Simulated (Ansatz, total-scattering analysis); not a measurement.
**Al80Cu20: neutron weights and totals by hand**

A simulated model of Al80Cu20 at 1000 K, fixed volume (mean pressure -0.8 GPa), from ab initio molecular dynamics with Ansatz (PBE, plane waves, PAW set soft_1, Langevin thermostat, no spin, fixed volume). The average runs over 1.57 ps of 65 atoms, so shells between rare elements are rough. Mean temperature 915 K, largest m.s.d. 3.79 Å², energy drift +1 meV an atom (last third less first, no steady trend), Langevin friction 2 ps⁻¹; the first quarter of the run is discarded. Preparation: last frame of a classical run of this cell, a melt, rescaled to the set density, then 0.5 ps at 1100 K with a cheaper basis and a friction of 10 ps⁻¹ (mean temperature of the first stage 1140 K), too short to forget the start in full. It is a liquid. Atom fractions Al 0.8000, Cu 0.2000; masses Al 26.982, Cu 63.546 u; density 3.3000 g/cm³; coherent lengths Al 3.449, Cu 7.718 fm. Faber–Ziman partials at a few Q:

| Q (Å⁻¹) | S Al–Cu | S Al–Al | S Cu–Cu |
| --- | --- | --- | --- |
| 2.10 | 0.036 | 0.464 | 0.465 |
| 2.80 | 2.065 | 2.099 | 1.333 |
| 5.20 | 1.251 | 1.172 | 1.139 |

The pair function g(AlCu), r in Å, every 0.06 Å up to its first minimum: 2.13 0.02, 2.19 0.24, 2.25 0.56, 2.31 1.38, 2.37 2.23, 2.43 3.04, 2.49 3.34, 2.55 3.83, 2.61 3.54, 2.67 3.29, 2.73 2.45, 2.79 2.00, 2.85 1.59, 2.91 1.31, 2.97 1.05, 3.03 0.90, 3.09 0.85, 3.15 0.66, 3.21 0.61, 3.27 0.50, 3.33 0.47, 3.39 0.53, 3.45 0.50, 3.51 0.48, 3.57 0.45.

**Tasks.** (a) The number density. (b) The neutron weights. (c) The neutron S(Q) at the listed Q. (d) The Bhatia–Thornton terms S_NN and S_CC there. (e) The number of Cu around Al.

(a) The mean mass is 0.8000×26.982 + 0.2000×63.546 = 34.294 u, so ρ₀ = 3.3000/(34.294 × 1.66054) = 0.05795 Å⁻³.

(b) ⟨b⟩ = 0.8000×3.449 + 0.2000×7.718 = 4.303 fm. The weight of a pair is ci cj bi bj (2 − δij)/⟨b⟩²: Al–Cu 0.460, Al–Al 0.411, Cu–Cu 0.129; they sum to 1.000.

(c) S = 1 + Σ w (Sij − 1). At 2.10 Å⁻¹: 1 − 0.444 − 0.220 − 0.069 = 0.267; Al–Cu pulls down most. At 2.80 Å⁻¹: 1 + 0.490 + 0.452 + 0.043 = 1.985; Al–Cu pushes up most. At 5.20 Å⁻¹: 1 + 0.115 + 0.071 + 0.018 = 1.204; Al–Cu pushes up most.

(d) S_NN = c₁²S₁₁ + c₂²S₂₂ + 2c₁c₂S₁₂ and S_CC = c₁c₂[1 + c₁c₂(S₁₁ + S₂₂ − 2S₁₂)], with 1 = Al: 2.10 Å⁻¹: S_NN = 0.33, S_CC/(c₁c₂) = 1.14; 2.80 Å⁻¹: S_NN = 2.06, S_CC/(c₁c₂) = 0.89; 5.20 Å⁻¹: S_NN = 1.20, S_CC/(c₁c₂) = 0.97. A random mixture has S_CC/(c₁c₂) = 1; a value well above it means concentration waves of period 2π/Q: alternation near the main peak or below it, clustering toward Q = 0.

(e) n = 4πρ₀ c(Cu) Σ r² g Δr. The sum Σ r² g over the listed points is 265.5 Å², so n = 4π × 0.05795 × 0.2000 × 265.5 × 0.06 = 2.32; counting pairs in the frames up to 3.62 Å gives 2.33. By balance, each Cu has n c(Al)/c(Cu) = 9.28 Al.
